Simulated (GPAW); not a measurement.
# A Pt chain with one Ni atom in line: relaxation, then transmission at several levels

How well does a Pt chain with one Ni atom in line conduct once its atoms have relaxed, and how much do cheaper levels lose?

Program: GPAW 26.7.0. Level of theory: GPAW LCAO, PAW setups; relaxation of the junction within the symmetry of its start, lead ends held, in the first sound run; inputs show where later runs differ. Results are calculated unless marked as measured.

### 1. The starting structure

The cell holds 17 atoms: 16 Pt and 1 Ni. Cell: a = 9.000 Å, b = 9.000 Å, c = 40.493 Å, α = 90.0°, β = 90.0°, γ = 90.0°. Regions: left lead, 8 atoms (8 Pt); channel, 1 atom (1 Ni); right lead, 8 atoms (8 Pt). Vacuum lies along a and b. The structure is stacked along c, and the current runs across the ab planes.

### 2. Relaxing the atoms

Transmission follows bond lengths closely, so the atoms between the held lead ends are relaxed first, within whatever symmetry the start has.

Contents of run.py:

```python
import json
from ase import Atoms
from ase.constraints import FixAtoms
from ase.optimize import BFGS
from gpaw import GPAW, FermiDirac

device = Atoms(
    ['Pt', 'Pt', 'Pt', 'Pt', 'Pt', 'Pt', 'Pt', 'Pt', 'Ni', 'Pt', 'Pt', 'Pt', 'Pt', 'Pt', 'Pt', 'Pt', 'Pt'],
    positions=[
        [4.50000, 4.50000, 1.20000],
        [4.50000, 4.50000, 3.60000],
        [4.50000, 4.50000, 6.00000],
        [4.50000, 4.50000, 8.40000],
        [4.50000, 4.50000, 10.80000],
        [4.50000, 4.50000, 13.20000],
        [4.50000, 4.50000, 15.60000],
        [4.50000, 4.50000, 18.00000],
        [4.50000, 4.50000, 20.24670],
        [4.50000, 4.50000, 22.49340],
        [4.50000, 4.50000, 24.89340],
        [4.50000, 4.50000, 27.29340],
        [4.50000, 4.50000, 29.69340],
        [4.50000, 4.50000, 32.09340],
        [4.50000, 4.50000, 34.49340],
        [4.50000, 4.50000, 36.89340],
        [4.50000, 4.50000, 39.29340]],
    cell=[[9.0, 0.0, 0.0], [0.0, 9.0, 0.0], [0.0, 0.0, 40.4934]],
    pbc=True,
    magmoms=[0.0, 0.0, 0.0, 0.0, 0.0, 0.0, 0.0, 0.0, 1.0, 0.0, 0.0, 0.0, 0.0, 0.0, 0.0, 0.0, 0.0])

device.set_constraint(FixAtoms([0, 1, 2, 3, 4, 5, 6, 10, 11, 12, 13, 14, 15, 16]))
device.calc = GPAW(mode='lcao', basis='dzp', xc='PBE', h=0.18,
                   kpts={'size': (1, 1, 2), 'gamma': True},
                   symmetry={'tolerance': 1e-3, 'extra_ids': [1, 1, 1, 1, 1, 1, 1, 0, 0, 0, 1, 1, 1, 1, 1, 1, 1]},
                   occupations=FermiDirac(0.1), maxiter=250,
                   mixer=dict(beta=0.05, nmaxold=8, weight=100.0),
                   convergence=dict(density=0.0001), txt='relax.txt')
path = []
opt = BFGS(device, maxstep=0.15)
opt.attach(lambda: path.append((device.get_potential_energy(), device.positions.tolist(), device.get_forces().tolist())))
relaxed = bool(opt.run(fmax=0.05, steps=50))
json.dump(dict(relaxed=relaxed, path=path, positions=device.positions.tolist(), moments=device.get_magnetic_moments().tolist(),
               forces=device.get_forces(apply_constraint=False).tolist()), open('result.json', 'w'))
```

On the command line:

```
> OMP_NUM_THREADS=1 OPENBLAS_NUM_THREADS=1 python run.py
```

Output:

```text
Step          Energy          fmax
BFGS:    0      -50.965302        0.064660
BFGS:    1      -50.964893        0.099373
BFGS:    2      -50.964932        0.006060
```

The job ended after 42 min (1 thread of Arm Neoverse N1, shared host; peak memory 2.5 GiB).

Hardly anything moved in the relaxation; the energy changed by under 0.2 meV an atom.

This step gave:

```
sum of the site moments : 1.369 μB
```

Site moment by atom:

```tsv
atom	site moment (μB)
Pt1	-0.059
Pt2	0.020
Pt3	0.087
Pt4	0.050
Pt5	-0.072
Pt6	-0.143
Pt7	-0.009
Pt8	0.318
Ni9	0.982
Pt10	0.318
Pt11	-0.009
Pt12	-0.143
Pt13	-0.072
Pt14	0.050
Pt15	0.087
Pt16	0.020
Pt17	-0.059
```

The relaxation lowered the energy of the cell by 2.3e-4 eV (energies extrapolated to zero smearing; the optimiser's log prints free energies). The largest force left on a free atom is 0.0061 eV/Å.

### 3. GPAW, dzp

Localised orbitals split the wire into layers that couple to their neighbours alone, which is what the Green's function method needs; double zeta with polarisation is the usual level for numbers.

This step: GPAW LCAO, PAW setups; Landauer transmission from Green's functions with principal layers (ASE), zero bias (GPAW 26.7.0).

Contents of run.py:

```python
import json
import numpy as np
from ase import Atoms
from ase.transport.calculators import TransportCalculator
from gpaw import GPAW, FermiDirac
from gpaw.lcao.tools import get_lcao_hamiltonian
from scipy.linalg import eigh

# The junction with lead layers at both ends, along the third cell vector
device = Atoms(
    ['Pt', 'Pt', 'Pt', 'Pt', 'Pt', 'Pt', 'Pt', 'Pt', 'Ni', 'Pt', 'Pt', 'Pt', 'Pt', 'Pt', 'Pt', 'Pt', 'Pt'],
    positions=[
        [4.50000, 4.50000, 1.20000],
        [4.50000, 4.50000, 3.60000],
        [4.50000, 4.50000, 6.00000],
        [4.50000, 4.50000, 8.40000],
        [4.50000, 4.50000, 10.80000],
        [4.50000, 4.50000, 13.20000],
        [4.50000, 4.50000, 15.60000],
        [4.50000, 4.50000, 17.99643],
        [4.50000, 4.50000, 20.24670],
        [4.50000, 4.50000, 22.49697],
        [4.50000, 4.50000, 24.89340],
        [4.50000, 4.50000, 27.29340],
        [4.50000, 4.50000, 29.69340],
        [4.50000, 4.50000, 32.09340],
        [4.50000, 4.50000, 34.49340],
        [4.50000, 4.50000, 36.89340],
        [4.50000, 4.50000, 39.29340]],
    cell=[[9.0, 0.0, 0.0], [0.0, 9.0, 0.0], [0.0, 0.0, 40.4934]],
    pbc=True,
    magmoms=[0.0, 0.0, 0.0, 0.0, 0.0, 0.0, 0.0, 0.0, 1.0, 0.0, 0.0, 0.0, 0.0, 0.0, 0.0, 0.0, 0.0])

# One principal layer of the lead: the first 5 atoms of the device
lead = Atoms(
    ['Pt', 'Pt', 'Pt', 'Pt', 'Pt'],
    positions=[
        [4.50000, 4.50000, 1.20000],
        [4.50000, 4.50000, 3.60000],
        [4.50000, 4.50000, 6.00000],
        [4.50000, 4.50000, 8.40000],
        [4.50000, 4.50000, 10.80000]],
    cell=[[9.0, 0.0, 0.0], [0.0, 9.0, 0.0], [0.0, 0.0, 12.0]],
    pbc=True,
    magmoms=[0.0, 0.0, 0.0, 0.0, 0.0])

settings = dict(mode='lcao', basis='dzp', xc='PBE', h=0.18,
                occupations=FermiDirac(0.1), maxiter=250,
                mixer=dict(beta=0.05, nmaxold=8, weight=100.0),
                convergence=dict(density=0.0001))
energies = np.arange(-2, 2 + 1e-9, 0.025)
eta = 0.0001
n1, n2 = 1, 1
# k and -k transmit alike, so half of the mesh across the current serves
mesh = [(i, j) for i in range(n1) for j in range(n2) if (i, j) <= (-i % n1, -j % n2)]
weights = np.array([1 if (i, j) == (-i % n1, -j % n2) else 2 for i, j in mesh]) / (n1 * n2)

# [... helper functions left out ...]
fermi_lead = ground_state(lead, (1, 1, 10), 'lead.txt')
fermi_device = ground_state(device, (1, 1, 2), 'device.txt')
# [... loop over the mesh left out, but for ...]
        # Shift the lead onto the potential of the device's first layer
        shift = ((H[:, 0, 0] - H0[:, 0, 0]) / S0[0, 0]).real.mean()
# [...]
kT = 8.617333e-5 * 300
bias = [0.1, 0.2, 0.5, 1.0, 1.5, 2.0]
# [... integrals and printing left out ...]
```

Output:

```text
basis functions: device 459, principal layer 135
Fermi level: lead -4.5366 eV, device -4.4948 eV; lead shifted by -0.0016 eV
largest coupling past the next layer 8.09e-06 eV, largest misfit of the first layer 0.150 eV
  E-E_F (eV)   T up        T down      [channel counts left out]
    -2.000    2.9762e+00  2.3748e+00
    -1.975    2.9692e+00  2.3929e+00
    -1.950    2.9605e+00  2.4099e+00
    -1.925    2.9497e+00  2.4258e+00
    -1.900    2.9362e+00  2.4408e+00
    -1.875    2.9190e+00  2.4550e+00
    -1.850    2.8966e+00  2.4688e+00
    -1.825    2.8662e+00  2.4822e+00
    -1.800    2.8221e+00  2.4955e+00
    -1.775    2.7537e+00  2.5087e+00
    -1.750    2.6374e+00  2.5222e+00
    -1.725    2.4256e+00  2.5360e+00
    -1.700    2.0850e+00  2.5501e+00
    -1.675    1.9573e+00  2.5648e+00
    -1.650    2.3469e+00  2.5798e+00
    -1.625    2.6649e+00  2.5954e+00
[...]
1.825    9.5962e-01  9.5343e-01
     1.850    9.6023e-01  9.5379e-01
     1.875    9.6085e-01  9.5413e-01
     1.900    9.6149e-01  9.5446e-01
     1.925    9.6213e-01  9.5476e-01
     1.950    9.6277e-01  9.5505e-01
     1.975    9.6343e-01  9.5533e-01
     2.000    9.6408e-01  9.5558e-01
conductance at 300 K: 3.0729 G0 a cell; thermopower 3.688 uV/K
current from the zero-bias T(E) at 0.1 V: 23.809 uA
current from the zero-bias T(E) at 0.2 V: 47.62 uA
current from the zero-bias T(E) at 0.5 V: 119.15 uA
current from the zero-bias T(E) at 1.0 V: 245.59 uA
current from the zero-bias T(E) at 1.5 V: 368.05 uA
current from the zero-bias T(E) at 2.0 V: 466.85 uA
```

Elapsed: 28 min, on 1 thread; peak memory 2.7 GiB.

This step gave:

- conductance: 3.073 G₀
- thermopower: 3.688 μV/K
- largest coupling past the next principal layer: 8.09e-6 eV
- largest misfit of the first principal layer: 0.1499 eV
- shift that aligns the lead: -0.001592 eV
- basis functions of the junction: 459
- basis functions of a principal layer: 135
- transmission at the Fermi level, spin up: 2.426
- transmission at the Fermi level, spin down: 3.721

Each spin. The transmission, zone mean by energy, zero at the Fermi level:

```tsv
energy (eV)	T, spin up	T, spin down
-2.000	2.98	2.37
-1.900	2.94	2.44
-1.800	2.82	2.50
-1.700	2.09	2.55
-1.600	2.81	2.61
-1.500	3.33	3.12
-1.400	3.53	3.36
-1.300	3.54	3.71
-1.200	3.74	3.76
-1.125	4.96	3.76
-1.100	4.79	3.78
-1.000	4.41	3.89
-0.900	4.00	4.06
-0.800	4.04	4.30
-0.700	3.76	4.60
-0.600	3.69	4.90
-0.500	3.42	5.18
-0.425	3.24	5.86
-0.400	3.18	5.67
-0.300	3.03	4.15
-0.200	2.81	3.88
-0.100	2.60	3.85
0.000	2.43	3.72
0.100	2.33	3.51
0.200	2.24	3.42
0.300	2.05	2.77
0.400	1.99	2.79
0.500	1.82	2.87
0.600	1.51	2.90
0.700	1.09	2.90
0.800	0.942	0.931
0.900	0.943	0.932
1.000	0.944	0.934
1.100	0.945	0.937
1.200	0.947	0.939
1.300	0.949	0.942
1.400	0.951	0.945
1.500	0.952	0.947
1.600	0.954	0.949
1.700	0.957	0.951
1.800	0.959	0.953
1.900	0.961	0.954
2.000	0.964	0.956
```

Not self-consistent under bias; the bias window is split evenly. Table of current through one cell, from the zero-bias transmission by bias:

```tsv
bias (V)	current through one cell, from the zero-bias transmission (μA)
0.100	23.8
0.200	47.6
0.500	119
1.000	246
1.500	368
2.000	467
```

Transmission of the three most open eigenchannels against energy, zero at the Fermi level:

```tsv
energy (eV)	channel 1 up	channel 2 up	channel 3 up	channel 1 down	channel 2 down	channel 3 down
-2.000	0.993	0.993	0.990	0.907	0.734	0.734
-1.800	0.975	0.975	0.871	0.923	0.786	0.786
-1.600	0.960	0.960	0.895	0.938	0.837	0.837
-1.400	0.953	0.946	0.946	0.963	0.896	0.896
-1.200	0.930	0.930	0.914	0.994	0.932	0.932
-1.000	0.917	0.897	0.897	0.997	0.945	0.945
-0.800	0.929	0.870	0.870	0.998	0.959	0.959
-0.600	0.932	0.850	0.850	0.996	0.984	0.984
-0.400	0.940	0.802	0.802	0.994	0.994	0.981
-0.200	0.952	0.701	0.701	0.982	0.982	0.976
0.000	0.953	0.600	0.600	0.978	0.919	0.919
0.200	0.950	0.560	0.560	0.958	0.873	0.873
0.400	0.942	0.524	0.524	0.932	0.932	0.922
0.600	0.941	0.287	0.287	0.984	0.984	0.930
0.800	0.942	5.3e-7	1.4e-10	0.931	9.3e-7	1.2e-9
1.000	0.944	5.4e-7	0	0.934	9.5e-7	0
1.200	0.947	5.5e-7	0	0.939	9.7e-7	0
1.400	0.951	5.6e-7	0	0.945	9.9e-7	0
1.600	0.954	5.7e-7	0	0.949	1.0e-6	0
1.800	0.959	5.7e-7	0	0.953	1.0e-6	0
2.000	0.964	5.8e-7	0	0.956	1.1e-6	0
```

Site moment by atom:

```tsv
atom	site moment (μB)
Pt1	-0.056
Pt2	0.020
Pt3	0.084
Pt4	0.048
Pt5	-0.071
Pt6	-0.141
Pt7	-0.005
Pt8	0.322
Ni9	0.986
Pt10	0.322
Pt11	-0.005
Pt12	-0.141
Pt13	-0.071
Pt14	0.048
Pt15	0.084
Pt16	0.020
Pt17	-0.056
```

Couplings past the next layer reach 8.1e-6 eV, small enough to drop; the matrix elements of the cell's first layer differ from the bulk lead's by up to 0.15 eV. That layer keeps its own values in the calculation, and only beyond it is the lead taken as perfect. The Fermi levels of lead and junction count from different zeros of potential, one for each periodic cell; with both set to zero, the small remaining shift is what aligns them. Without spin-orbit coupling, which is large for these atoms, channel counts and T are those of the scalar-relativistic bands. By hand: G = 3.073 × 77.48 μS = 238 μS, a resistance of 4.20 kΩ; at 0.1 V a linear junction would pass 23.8 μA, and the integral over the bias window gives 23.8 μA. Mott's formula, S = -(π²/3)(k_B²T/e) d ln T/dE, has the prefactor 7.33 μV/K·eV at 300 K; T = 3.114 at -0.025 eV and 3.032 at 0.025 eV give a slope of -0.536 per eV and S = 3.93 μV/K, beside 3.69 μV/K from the thermal integral, which interpolates the same grid.

### 4. GPAW, szp: basis = "szp(dzp)"

The second zeta is dropped, the polarisation orbitals stay.

Changes to run.py since step 3:

```diff
@@ -46,3 +46,3 @@
 
-settings = dict(mode='lcao', basis='dzp', xc='PBE', h=0.18,
+settings = dict(mode='lcao', basis='szp(dzp)', xc='PBE', h=0.18,
                 occupations=FermiDirac(0.1), maxiter=250,
```

Output:

```text
basis functions: device 255, principal layer 75
Fermi level: lead -4.6628 eV, device -4.5820 eV; lead shifted by -0.0056 eV
largest coupling past the next layer 8.13e-06 eV, largest misfit of the first layer 0.165 eV
  E-E_F (eV)   T up        T down      [channel counts left out]
    -2.000    2.9422e+00  2.2286e+00
    -1.975    2.9246e+00  2.2427e+00
    -1.950    2.9011e+00  2.2556e+00
    -1.925    2.8689e+00  2.2673e+00
    -1.900    2.8235e+00  2.2782e+00
    -1.875    2.7568e+00  2.2883e+00
    -1.850    2.6552e+00  2.2980e+00
    -1.825    2.4973e+00  2.3074e+00
    -1.800    2.2657e+00  2.3169e+00
    -1.775    2.0123e+00  2.3267e+00
    -1.750    1.9336e+00  2.3370e+00
    -1.725    2.1128e+00  2.3479e+00
    -1.700    2.3576e+00  2.3597e+00
    -1.675    2.5427e+00  2.3723e+00
    -1.650    2.6630e+00  2.3860e+00
    -1.625    2.7398e+00  2.4006e+00
[...]
1.825    9.5655e-01  9.4985e-01
     1.850    9.5692e-01  9.5005e-01
     1.875    9.5731e-01  9.5024e-01
     1.900    9.5771e-01  9.5040e-01
     1.925    9.5811e-01  9.5054e-01
     1.950    9.5854e-01  9.5067e-01
     1.975    9.5897e-01  9.5077e-01
     2.000    9.5941e-01  9.5085e-01
conductance at 300 K: 2.8683 G0 a cell; thermopower 4.427 uV/K
current from the zero-bias T(E) at 0.1 V: 22.226 uA
current from the zero-bias T(E) at 0.2 V: 44.473 uA
current from the zero-bias T(E) at 0.5 V: 111.58 uA
current from the zero-bias T(E) at 1.0 V: 230.32 uA
current from the zero-bias T(E) at 1.5 V: 338.67 uA
current from the zero-bias T(E) at 2.0 V: 431.87 uA
```

Run time: 18 min. Hardware: 1 thread; peak memory 2.6 GiB.

Numbers from this step:

| Property | Result |
| --- | --- |
| conductance | 2.868 G₀ |
| thermopower | 4.427 μV/K |
| largest coupling past the next principal layer | 8.13e-6 eV |
| largest misfit of the first principal layer | 0.1648 eV |
| shift that aligns the lead | -0.005557 eV |
| basis functions of the junction | 255 |
| basis functions of a principal layer | 75 |
| transmission at the Fermi level, spin up | 2.241 |
| transmission at the Fermi level, spin down | 3.495 |

Each spin. The transmission, zone mean by energy, zero at the Fermi level:

```tsv
energy (eV)	T, spin up	T, spin down
-2.000	2.94	2.23
-1.900	2.82	2.28
-1.800	2.27	2.32
-1.700	2.36	2.36
-1.600	2.79	2.42
-1.500	2.88	2.49
-1.400	3.24	3.45
-1.300	3.55	3.61
-1.200	3.58	3.62
-1.125	4.48	3.67
-1.100	4.26	3.69
-1.000	4.04	3.76
-0.900	3.73	3.93
-0.800	3.65	4.11
-0.700	3.47	4.36
-0.600	3.37	4.61
-0.500	3.22	4.77
-0.425	3.05	5.85
-0.400	3.00	5.52
-0.300	2.82	4.14
-0.200	2.57	3.81
-0.100	2.37	3.71
0.000	2.24	3.50
0.100	2.20	3.20
0.200	2.15	3.08
0.300	2.02	2.48
0.400	1.96	2.55
0.500	1.74	2.64
0.525	1.66	2.64
0.600	1.39	2.55
0.700	0.948	0.942
0.800	0.948	0.940
0.900	0.949	0.939
1.000	0.949	0.939
1.100	0.950	0.940
1.200	0.951	0.941
1.300	0.951	0.942
1.400	0.952	0.944
1.500	0.953	0.946
1.600	0.954	0.947
1.700	0.955	0.949
1.800	0.956	0.950
1.900	0.958	0.950
2.000	0.959	0.951
```

Not self-consistent under bias; the bias window is split evenly. Current through one cell, from the zero-bias transmission against bias:

```tsv
bias (V)	current through one cell, from the zero-bias transmission (μA)
0.100	22.2
0.200	44.5
0.500	112
1.000	230
1.500	339
2.000	432
```

The transmission of the three most open eigenchannels by energy, zero at the Fermi level:

```tsv
energy (eV)	channel 1 up	channel 2 up	channel 3 up	channel 1 down	channel 2 down	channel 3 down
-2.000	0.988	0.988	0.966	0.890	0.669	0.669
-1.800	0.967	0.967	0.331	0.904	0.706	0.706
-1.600	0.953	0.953	0.885	0.920	0.748	0.748
-1.400	0.993	0.943	0.943	0.965	0.861	0.813
-1.200	0.933	0.915	0.915	0.956	0.940	0.862
-1.000	0.949	0.872	0.872	0.996	0.931	0.879
-0.800	0.948	0.842	0.842	0.994	0.942	0.900
-0.600	0.953	0.821	0.821	0.996	0.946	0.946
-0.400	0.952	0.755	0.755	0.983	0.972	0.972
-0.200	0.959	0.629	0.629	0.976	0.949	0.940
0.000	0.963	0.535	0.535	0.983	0.870	0.821
0.200	0.961	0.532	0.532	0.970	0.737	0.737
0.400	0.948	0.506	0.506	0.949	0.802	0.802
0.600	0.947	0.220	0.220	0.945	0.802	0.802
0.800	0.948	3.0e-7	1.1e-11	0.940	3.9e-7	1.2e-10
1.000	0.949	3.1e-7	0	0.939	3.9e-7	0
1.200	0.951	3.1e-7	0	0.941	4.0e-7	0
1.400	0.952	3.1e-7	0	0.944	4.1e-7	0
1.600	0.954	3.2e-7	0	0.947	4.1e-7	0
1.800	0.956	3.2e-7	0	0.950	4.2e-7	0
2.000	0.959	3.2e-7	0	0.951	4.3e-7	0
```

Site moment by atom:

```tsv
atom	site moment (μB)
Pt1	-0.07
Pt2	0.02
Pt3	0.10
Pt4	0.06
Pt5	-0.08
Pt6	-0.17
Pt7	-0.03
Pt8	0.34
Ni9	1.19
Pt10	0.34
Pt11	-0.03
Pt12	-0.17
Pt13	-0.08
Pt14	0.06
Pt15	0.10
Pt16	0.02
Pt17	-0.07
```

The conductance, 2.87 G₀, lies 6.7 % below that of the dzp run.

### 5. GPAW, sz: basis = "sz(dzp)"

One function for each valence shell of the setup, as for a first survey of a large system.

Changes to run.py since step 4:

```diff
@@ -46,3 +46,3 @@
 
-settings = dict(mode='lcao', basis='szp(dzp)', xc='PBE', h=0.18,
+settings = dict(mode='lcao', basis='sz(dzp)', xc='PBE', h=0.18,
                 occupations=FermiDirac(0.1), maxiter=250,
```

Output:

```text
basis functions: device 204, principal layer 60
Fermi level: lead -4.6766 eV, device -4.5970 eV; lead shifted by -0.0056 eV
largest coupling past the next layer 8.11e-06 eV, largest misfit of the first layer 0.065 eV
  E-E_F (eV)   T up        T down      [channel counts left out]
    -2.000    2.9036e+00  2.2142e+00
    -1.975    2.8509e+00  2.2240e+00
    -1.950    2.7610e+00  2.2329e+00
[...]
1.975    9.4482e-01  9.3350e-01
     2.000    9.4512e-01  9.3348e-01
conductance at 300 K: 2.7636 G0 a cell; thermopower 5.237 uV/K
current from the zero-bias T(E) at 0.1 V: 21.413 uA
current from the zero-bias T(E) at 0.2 V: 42.838 uA
current from the zero-bias T(E) at 0.5 V: 107.3 uA
current from the zero-bias T(E) at 1.0 V: 223.58 uA
current from the zero-bias T(E) at 1.5 V: 327.72 uA
current from the zero-bias T(E) at 2.0 V: 419.96 uA
```

Wall time 15 min (1 thread); peak memory 2.6 GiB.

Numbers from this step:

| Property | Result |
| --- | --- |
| conductance | 2.764 G₀ |
| thermopower | 5.237 μV/K |
| largest coupling past the next principal layer | 8.11e-6 eV |
| largest misfit of the first principal layer | 0.06482 eV |
| shift that aligns the lead | -0.005567 eV |
| basis functions of the junction | 204 |
| basis functions of a principal layer | 60 |
| transmission at the Fermi level, spin up | 2.112 |
| transmission at the Fermi level, spin down | 3.416 |

Each spin. Table of transmission, zone mean by energy, zero at the Fermi level:

```tsv
energy (eV)	T, spin up	T, spin down
-2.000	2.90	2.21
-1.900	2.34	2.25
-1.800	2.45	2.28
-1.700	2.80	2.32
-1.600	2.87	2.37
-1.500	3.36	3.20
-1.400	3.40	3.49
-1.300	3.57	3.49
-1.200	3.55	3.57
-1.125	4.53	3.63
-1.100	4.29	3.64
-1.000	3.98	3.72
-0.900	3.66	3.92
-0.800	3.56	4.12
-0.700	3.36	4.35
-0.600	3.25	4.54
-0.500	3.10	4.75
-0.425	2.94	5.76
-0.400	2.89	5.56
-0.300	2.70	4.08
-0.200	2.43	3.79
-0.100	2.23	3.68
0.000	2.11	3.42
0.100	2.08	3.07
0.200	2.03	2.90
0.300	1.93	2.38
0.400	1.86	2.46
0.500	1.62	2.52
0.600	1.26	2.31
0.700	0.942	0.940
0.800	0.941	0.937
0.900	0.941	0.934
1.000	0.941	0.932
1.100	0.941	0.931
1.200	0.941	0.930
1.300	0.941	0.930
1.400	0.941	0.930
1.500	0.942	0.931
1.600	0.942	0.932
1.700	0.942	0.933
1.800	0.943	0.933
1.900	0.944	0.933
2.000	0.945	0.933
```

The conductance, 2.76 G₀, lies 10 % below that of the dzp run.

(Continued in part 2 of 2.)

[Logs are printed without paths, hosts, clocks, repeated set-up lines and the standing remarks that a program may print on its own settings, such as how far it seeks lower states.]

[Hosts, paths, dates, database ids (printed as entryN), source tags and the programs' standing remarks are cut or masked in the printed files.]
